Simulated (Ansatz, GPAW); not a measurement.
# Hf2NS2 MXene monolayer in an electric field, part 2 of 3

Aim: the dipole that a field along the normal induces in Hf2NS2 MXene monolayer.

GPAW 26.7.0 and Ansatz 0.2.0; Ansatz plane waves; layer without images along its normal, relaxation of atoms and in-plane cell (the session's first sound run).

So far. Step 2 (Relaxation): The relaxation lowered the energy of the cell by 1.11 eV.

### 3. The slab's potential

The work function is the vacuum plateau of the electrostatic potential less the Fermi level; a dipole layer lets the two faces have plateaus of their own.

This step: GPAW, PAW setups; slab in vacuum (GPAW 26.7.0).

The cell differs from the one that the last finished run ended in (c 36.297 → 19.670 Å).

The input, run.py:

```python
import json
import numpy as np
from ase import Atoms
from gpaw import GPAW, PW

slab = Atoms(
    ['S', 'Hf', 'N', 'Hf', 'S'],
    positions=[
        [0.00000, 1.96947, 7.00000],
        [1.70561, 0.98473, 8.55499],
        [0.00000, -0.00000, 9.83508],
        [0.00000, 1.96947, 11.11516],
        [1.70561, 0.98473, 12.67016]],
    cell=[[3.41122, -0.0, -0.0], [-1.70561, 2.9542, -0.0], [-0.0, -0.0, 19.6702]],
    pbc=[True, True, False],
    magmoms=[0.0, 1.0, 0.0, 1.0, 0.0])

slab.calc = GPAW(mode=PW(500), xc='PBE', kpts={'size': (12, 12, 1), 'gamma': True},
                 occupations={'name': 'fermi-dirac', 'width': 0.05}, nbands='140%',
                 convergence={'density': 1e-05}, maxiter=200,
                 poissonsolver={'dipolelayer': 'xy'},
                 symmetry={'tolerance': 1e-3}, txt='slab.txt')
result = {}
energy = slab.get_potential_energy()
fermi = slab.calc.get_fermi_level()
v = slab.calc.get_electrostatic_potential().mean((0, 1)) - fermi
n = slab.calc.get_pseudo_density().mean((0, 1))
L = slab.cell[2, 2]
z = np.arange(len(v)) * L / len(v)
low, high = slab.positions[:, 2].min(), slab.positions[:, 2].max()
below, above = np.interp([low - 4.8, high + 4.8], z, v)
slopes = [np.interp(x, z, np.gradient(v, z)) for x in (low - 4.8, high + 4.8)]
eps = np.array([[slab.calc.get_eigenvalues(k, s) for k in range(len(slab.calc.get_ibz_k_points()))]
                for s in range(slab.calc.get_number_of_spins())]) - fermi
top, bottom = eps[eps < 0].max(), eps[eps > 0].min()
dipole = slab.get_dipole_moment()[2]
print(f'energy {energy:.4f} eV, Fermi level {fermi:.4f} eV, dipole {dipole:.5f} e A')
print(f'potential 4.8 A off the faces, from the Fermi level: lower {below:.4f} eV, upper {above:.4f} eV')
print(f'slope of the potential there: lower {slopes[0]:.5f}, upper {slopes[1]:.5f} eV/A')
print(f'nearest levels on the mesh: {top:.4f} and {bottom:.4f} eV')
print('magnetic moment', round(slab.get_magnetic_moment(), 3))
result.update(energy=energy, fermi=fermi, dipole=dipole, below=below, above=above, slopes=slopes, edges=[top, bottom],
              z=z.tolist(), v=v.tolist(), n=n.tolist(), positions=slab.positions.tolist(),
              forces=slab.get_forces(apply_constraint=False).tolist(), moments=slab.get_magnetic_moments().tolist())
json.dump(result, open('result.json', 'w'))
```

The run is started by

```sh
> OMP_NUM_THREADS=1 OPENBLAS_NUM_THREADS=1 python run.py
```

Output:

```text
energy -38.8021 eV, Fermi level 0.5606 eV, dipole -0.00088 e A
potential 4.8 A off the faces, from the Fermi level: lower 5.5406 eV, upper 5.5535 eV
slope of the potential there: lower -0.00026, upper 0.00026 eV/A
nearest levels on the mesh: -0.0383 and 0.0213 eV
magnetic moment -0.0
```

The job ended after 78 s (1 thread of Intel Xeon 6975P-C (Granite Rapids), shared host; peak memory 0.34 GiB).

Numbers from this step:

```yaml
dipole_along_the_normal: -8.76e-4 e·Å
levels_nearest_the_fermi_level_on_the_mesh: -0.03826, 0.02133 eV from the Fermi level
upper_work_function: 5.553 eV
lower_work_function: 5.541 eV
sum_of_the_site_moments: 0 μB
```

Electrostatic potential energy of an electron (without an applied field's), less the Fermi level, planar mean against z:

| z (Å) | electrostatic potential energy of an electron (without an applied field's), less the Fermi level, planar mean (eV) |
| --- | --- |
| 0.0 | 5.55 |
| 0.5 | 5.54 |
| 1.0 | 5.54 |
| 1.5 | 5.54 |
| 2.0 | 5.54 |
| 2.5 | 5.54 |
| 3.0 | 5.54 |
| 3.5 | 5.54 |
| 4.0 | 5.54 |
| 4.5 | 5.53 |
| 5.0 | 5.47 |
| 5.5 | 5.17 |
| 6.0 | 3.70 |
| 6.5 | -3.03 |
| 7.0 | -15.7 |
| 7.5 | -6.94 |
| 8.0 | -9.90 |
| 8.5 | -20.2 |
| 9.0 | -12.7 |
| 9.5 | -7.46 |
| 10.0 | -9.85 |
| 10.5 | -9.05 |
| 11.0 | -19.6 |
| 11.5 | -14.0 |
| 12.0 | -5.95 |
| 12.5 | -13.9 |
| 13.0 | -7.82 |
| 13.5 | 2.39 |
| 14.0 | 4.92 |
| 14.5 | 5.43 |
| 15.0 | 5.53 |
| 15.5 | 5.55 |
| 16.0 | 5.55 |
| 16.5 | 5.55 |
| 17.0 | 5.55 |
| 17.5 | 5.55 |
| 18.0 | 5.55 |
| 18.5 | 5.55 |
| 19.0 | 5.55 |
| 19.5 | 5.55 |

Pseudo valence density, planar mean against z:

z (Å), pseudo valence density, planar mean (e/Å³) and a bar from the least value:
```
     0.00       0.00 
     0.56       0.00 
     1.12       0.00 
     1.50       0.00 
     2.06       0.00 
     2.62       0.00 
     3.18       0.00 
     3.75       0.00 
     4.12       0.00 
     4.68       0.00 
     5.25       0.01 
     5.81       0.06 ##
     6.37       0.26 ########
     6.93       0.36 ##########
     7.31       0.45 #############
     7.87       0.45 #############
     8.43       0.98 #############################
     8.99       0.63 ##################
     9.55       0.57 #################
     9.93       0.60 ##################
    10.49       0.50 ###############
    11.05       1.03 ##############################
    11.61       0.55 ################
    12.18       0.45 #############
    12.55       0.40 ############
    13.11       0.34 ##########
    13.68       0.10 ###
    14.24       0.02 
    14.80       0.00 
    15.36       0.00 
    15.74       0.00 
    16.30       0.00 
    16.86       0.00 
    17.42       0.00 
    17.98       0.00 
    18.36       0.00 
    18.92       0.00 
    19.48       0.00
```

The potential is flat to 2.6e-4 eV/Å where it is read, so the vacuum is wide enough. The geometry is the other program's minimum; here the largest force on a free atom is 0.038 eV/Å.

### 4. In a field

A uniform field along the normal polarises the slab; the atoms stay fixed, so this is the electronic response alone.

run.py: that of step 3 with these lines changed.

```diff
@@ -4,2 +4,3 @@
 from gpaw import GPAW, PW
+from gpaw.external import ConstantElectricField
 
@@ -21,2 +22,3 @@
                  poissonsolver={'dipolelayer': 'xy'},
+                 external=ConstantElectricField(-0.2, [0, 0, 1]),
                  symmetry={'tolerance': 1e-3}, txt='slab.txt')
```

Output:

```text
energy -38.8103 eV, Fermi level 0.5595 eV, dipole -0.08233 e A
potential 4.8 A off the faces, from the Fermi level: lower 4.8098 eV, upper 6.2881 eV
slope of the potential there: lower -0.00025, upper 0.00027 eV/A
nearest levels on the mesh: -0.0383 and 0.0214 eV
magnetic moment 0.0
```

The job ended after 4.9 min (1 thread; peak memory 0.74 GiB).

This step gave:

```
dipole along the normal                                         : -0.08233 e·Å
levels nearest the Fermi level on the mesh                      : -0.03830, 0.02136 eV from the Fermi level
potential below the slab, the applied field's own ramp left out : 4.810 eV from the Fermi level
potential above the slab, the applied field's own ramp left out : 6.288 eV from the Fermi level
```

The electrostatic potential energy of an electron (without an applied field's), less the Fermi level, planar mean oscillates, so the rows of the table below give means over windows of 1.69 Å about each position, cut where the curve ends. Its maxima inside the range that stand out by 2 % of the span (Å: eV): 7.7: -6.34, 9.4: -7.06, 10.3: -6.88, 12.0: -5.52. Its minima: 7.0: -16.4, 8.5: -20.6, 9.8: -11.7, 11.1: -20.1, 12.6: -15.4.

Electrostatic potential energy of an electron (without an applied field's), less the Fermi level, planar mean against z; means over each step:

z (Å), electrostatic potential energy of an electron (without an applied field's), less the Fermi level, planar mean (eV) and a bar from the least value:
```
     0.84        4.9 ############################
     2.54        4.8 ############################
     4.23        4.8 ############################
     5.92        1.3 ######################
     7.61      -12.0 ##
     9.30      -12.2 #
    10.99      -13.2 
    12.68       -7.2 #########
    14.37        5.7 #############################
    16.05        6.3 ##############################
    17.75        6.3 ##############################
    19.44        6.2 ##############################
```

Force by atom:

```csv
atom,x (eV/Å),y (eV/Å),z (eV/Å),size
S1,0.0000,-0.0001,-0.0159,0.0159
Hf2,-0.0001,0.0001,-0.0416,0.0416
N3,0.0000,0.0000,0.0263,0.0263
Hf4,0.0001,-0.0001,-0.0278,0.0278
S5,0.0000,0.0001,0.0612,0.0612
```

The dipole is now -0.0823 e Å, against -8.8e-4 in the run without a field.

### 5. Field on

run.py: that of step 4 with these lines changed.

```diff
@@ -22,3 +22,3 @@
                  poissonsolver={'dipolelayer': 'xy'},
-                 external=ConstantElectricField(-0.2, [0, 0, 1]),
+                 external=ConstantElectricField(-0.1, [0, 0, 1]),
                  symmetry={'tolerance': 1e-3}, txt='slab.txt')
```

Output:

```text
energy -38.8041 eV, Fermi level 0.5603 eV, dipole -0.04115 e A
potential 4.8 A off the faces, from the Fermi level: lower 5.1781 eV, upper 5.9170 eV
slope of the potential there: lower -0.00025, upper 0.00026 eV/A
nearest levels on the mesh: -0.0383 and 0.0213 eV
magnetic moment -0.0
```

Elapsed: 4.6 min, on 1 thread; peak memory 0.74 GiB.

This step gave:

| Quantity | Value |
| --- | --- |
| dipole along the normal | -0.04115 e·Å |
| levels nearest the Fermi level on the mesh | -0.03826, 0.02133 eV from the Fermi level |
| potential below the slab, the applied field's own ramp left out | 5.178 eV from the Fermi level |
| potential above the slab, the applied field's own ramp left out | 5.917 eV from the Fermi level |

Electrostatic potential energy of an electron (without an applied field's), less the Fermi level, planar mean against z:

z (Å), electrostatic potential energy of an electron (without an applied field's), less the Fermi level, planar mean (eV) and a bar from the least value:
```
      0.0        5.5 ##############################
      0.5        5.2 #############################
      1.0        5.2 #############################
      1.5        5.2 #############################
      2.0        5.2 #############################
      2.5        5.2 #############################
      3.0        5.2 #############################
      3.5        5.2 #############################
      4.0        5.2 #############################
      4.5        5.2 #############################
      5.0        5.1 #############################
      5.5        4.8 #############################
      6.0        3.4 ###########################
      6.5       -3.3 ###################
      7.0      -16.0 #####
      7.5       -7.2 ###############
      8.0      -10.1 ############
      8.5      -20.3 
      9.0      -12.8 #########
      9.5       -7.5 ###############
     10.0       -9.8 ############
     10.5       -9.0 #############
     11.0      -19.5 #
     11.5      -13.8 #######
     12.0       -5.7 #################
     12.5      -13.6 ########
     13.0       -7.5 ###############
     13.5        2.7 ##########################
     14.0        5.3 #############################
     14.5        5.8 ##############################
     15.0        5.9 ##############################
     15.5        5.9 ##############################
     16.0        5.9 ##############################
     16.5        5.9 ##############################
     17.0        5.9 ##############################
     17.5        5.9 ##############################
     18.0        5.9 ##############################
     18.5        5.9 ##############################
     19.0        5.9 ##############################
     19.5        5.7 ##############################
```

The dipole is now -0.0412 e Å, against -8.8e-4 in the run without a field.

### 6. In a field

run.py: that of step 5 with these lines changed.

```diff
@@ -22,3 +22,3 @@
                  poissonsolver={'dipolelayer': 'xy'},
-                 external=ConstantElectricField(-0.1, [0, 0, 1]),
+                 external=ConstantElectricField(-0.05, [0, 0, 1]),
                  symmetry={'tolerance': 1e-3}, txt='slab.txt')
```

Output:

```text
energy -38.8026 eV, Fermi level 0.5605 eV, dipole -0.02058 e A
potential 4.8 A off the faces, from the Fermi level: lower 5.3624 eV, upper 5.7319 eV
slope of the potential there: lower -0.00025, upper 0.00026 eV/A
nearest levels on the mesh: -0.0383 and 0.0213 eV
magnetic moment 0.0
```

It took 4.9 min on 1 thread; peak memory 0.74 GiB.

### 7. In a field

run.py: that of step 6 with these lines changed.

```diff
@@ -22,3 +22,3 @@
                  poissonsolver={'dipolelayer': 'xy'},
-                 external=ConstantElectricField(-0.05, [0, 0, 1]),
+                 external=ConstantElectricField(0.05, [0, 0, 1]),
                  symmetry={'tolerance': 1e-3}, txt='slab.txt')
```

Output:

```text
energy -38.8026 eV, Fermi level 0.5605 eV, dipole 0.02057 e A
potential 4.8 A off the faces, from the Fermi level: lower 5.7318 eV, upper 5.3624 eV
slope of the potential there: lower -0.00026, upper 0.00025 eV/A
nearest levels on the mesh: -0.0383 and 0.0213 eV
magnetic moment 0.0
```

Wall time 4.8 min (1 thread); peak memory 0.74 GiB.

### 8. In a field

run.py: that of step 7 with these lines changed.

```diff
@@ -22,3 +22,3 @@
                  poissonsolver={'dipolelayer': 'xy'},
-                 external=ConstantElectricField(0.05, [0, 0, 1]),
+                 external=ConstantElectricField(0.1, [0, 0, 1]),
                  symmetry={'tolerance': 1e-3}, txt='slab.txt')
```

Output:

```text
energy -38.8041 eV, Fermi level 0.5602 eV, dipole 0.04115 e A
potential 4.8 A off the faces, from the Fermi level: lower 5.9170 eV, upper 5.1781 eV
slope of the potential there: lower -0.00026, upper 0.00025 eV/A
nearest levels on the mesh: -0.0383 and 0.0213 eV
magnetic moment -0.0
```

The job ended after 4.6 min (1 thread; peak memory 0.75 GiB).

The electrostatic potential energy of an electron (without an applied field's), less the Fermi level, planar mean by z:

```
z (Å)  electrostatic potential energy of an electron (without an applied field's), less the Fermi level, planar mean (eV)
  0.0                                                                                                                5.55
  0.5                                                                                                                5.92
  1.0                                                                                                                5.92
  1.5                                                                                                                5.92
  2.0                                                                                                                5.92
  2.5                                                                                                                5.92
  3.0                                                                                                                5.92
  3.5                                                                                                                5.92
  4.0                                                                                                                5.91
  4.5                                                                                                                5.90
  5.0                                                                                                                5.84
  5.5                                                                                                                5.54
  6.0                                                                                                                4.05
  6.5                                                                                                               -2.71
  7.0                                                                                                               -15.5
  7.5                                                                                                               -6.71
  8.0                                                                                                               -9.73
  8.5                                                                                                               -20.0
  9.0                                                                                                               -12.6
  9.5                                                                                                               -7.42
 10.0                                                                                                               -9.87
 10.5                                                                                                               -9.11
 11.0                                                                                                               -19.7
 11.5                                                                                                               -14.2
 12.0                                                                                                               -6.16
 12.5                                                                                                               -14.1
 13.0                                                                                                               -8.12
 13.5                                                                                                                2.05
 14.0                                                                                                                4.55
 14.5                                                                                                                5.06
 15.0                                                                                                                5.15
 15.5                                                                                                                5.17
 16.0                                                                                                                5.18
 16.5                                                                                                                5.18
 17.0                                                                                                                5.18
 17.5                                                                                                                5.18
 18.0                                                                                                                5.18
 18.5                                                                                                                5.18
 19.0                                                                                                                5.18
 19.5                                                                                                                5.37
```

The dipole is now 0.0411 e Å, against -8.8e-4 in the run without a field.

(Part 2 of 3 ends here.)

[Logs are printed without paths, hosts, clocks, repeated set-up lines and the standing remarks that a program may print on its own settings, such as how far it seeks lower states.]

[Hosts, paths, dates, database ids (printed as entryN), source tags and the programs' standing remarks are cut or masked in the printed files.]
